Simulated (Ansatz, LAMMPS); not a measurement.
# Static equation of state of glassy 69SiO2-19Al2O3-6SrO-6Li2O (mol %) (106 atoms)

Density of this cell: 2.66 g/cm³. The cell holds 106 atoms: 22 Si, 12 Al, 2 Sr, 4 Li and 66 O. Cell: a = 11.217 Å, b = 11.109 Å, c = 11.043 Å, α = 91.2°, β = 87.5°, γ = 90.7°. The starting structure: 106 atoms (22 Si, 12 Al, 2 Sr, 4 Li, 66 O) placed at random at 2.72 g/cm³, melted at 4000 K for 10 ps at fixed volume with the Morse and Coulomb pair potential with partial charges (Pedone, Malavasi, Menziani, Cormack and Segre, J. Phys. Chem. B 110, 11780 (2006)). Quenched from 4000 K to 300 K at 50 K/ps and fixed volume, held 5 ps.

Calculated with Ansatz 0.2.0: Kohn-Sham DFT, PBE, PAW (set soft_2), plane waves; cutoff 420 eV, Γ point, gaussian smearing of 0.025 eV. Cell and atoms were relaxed first, to V0 = 12.965 Å³ an atom at a residual P0 = -0.002 GPa. The cell was then scaled evenly, and the atoms were relaxed at each volume.

```
volume (Å³/atom)  pressure (GPa)
          11.669           6.278
          12.187               ?
          12.576           1.947
          13.354          -1.484
          13.743          -2.704
```

Task: Fit the third-order Birch–Murnaghan equation to the rows given and interpolate to the withheld row.

Worked fit:

Take the Eulerian strain f = ½[(V0/V)^(2/3) − 1] and the normalised pressure F = (P − P0) / [3f(1 + 2f)^(5/2)]. The third-order Birch–Murnaghan equation is then the line F = B0 + (3/2)B0(B′ − 4) f, so u = f and v = F.

```
      u = f  v = F (GPa)
  0.0363828      48.2649
  0.0102571      60.2032
-0.00975658      53.1938
 -0.0190506      52.1064
```

With n = 4: mean u = 0.00445819, mean v = 53.4421, Σ(u − ū)² = 0.0018075, Σ(u − ū)(v − v̄) = -0.091143. Slope b = -0.091143 / 0.0018075 = -50.424; intercept a = v̄ − b ū = 53.667.

So B0 = a = 53.7 GPa and B′ = 4 + 2b/(3a) = 3.37. At the withheld volume f = 0.02106, F = a + b f = 52.61 GPa, and P = P0 + 3f(1 + 2f)^(5/2) F.

Prediction at 12.187: 3.683 GPa. The run gave 4.008 GPa, so the fit is low by 0.33 GPa (8.1 % of the value).

The series isn't one smooth equation of state: even a line fitted to all rows, the withheld one included, misses F by up to 11.1 %, the count of bonds changes along the series and an atom moves over 0.5 Å in some relaxation. B0 and B′ are then only the numbers of this fit, not moduli of the material. Among the rows given, the largest miss of the fit is at 11.669, by 0.46 GPa (5.2 % of the range of the table).

Limits: Static cells at zero temperature; the cell shape is held. The program notes that the SCF threshold of these relaxations is loose for the stress. The quench rate of 50 K/ps is many orders above laboratory rates, so the cell is likely richer in defects and strain than a real sample. The network of bonds at the start is that of the classical potential that made the cell, and needn't be the one that DFT or experiment would give. Only the Γ point is sampled, in a cell whose shortest periodic width is 11 Å.

[Logs are printed without paths, hosts, clocks, repeated set-up lines and the standing remarks that a program may print on its own settings, such as how far it seeks lower states.]

[Hosts, paths, dates, database ids (printed as entryN), source tags and the programs' standing remarks are cut or masked in the printed files.]
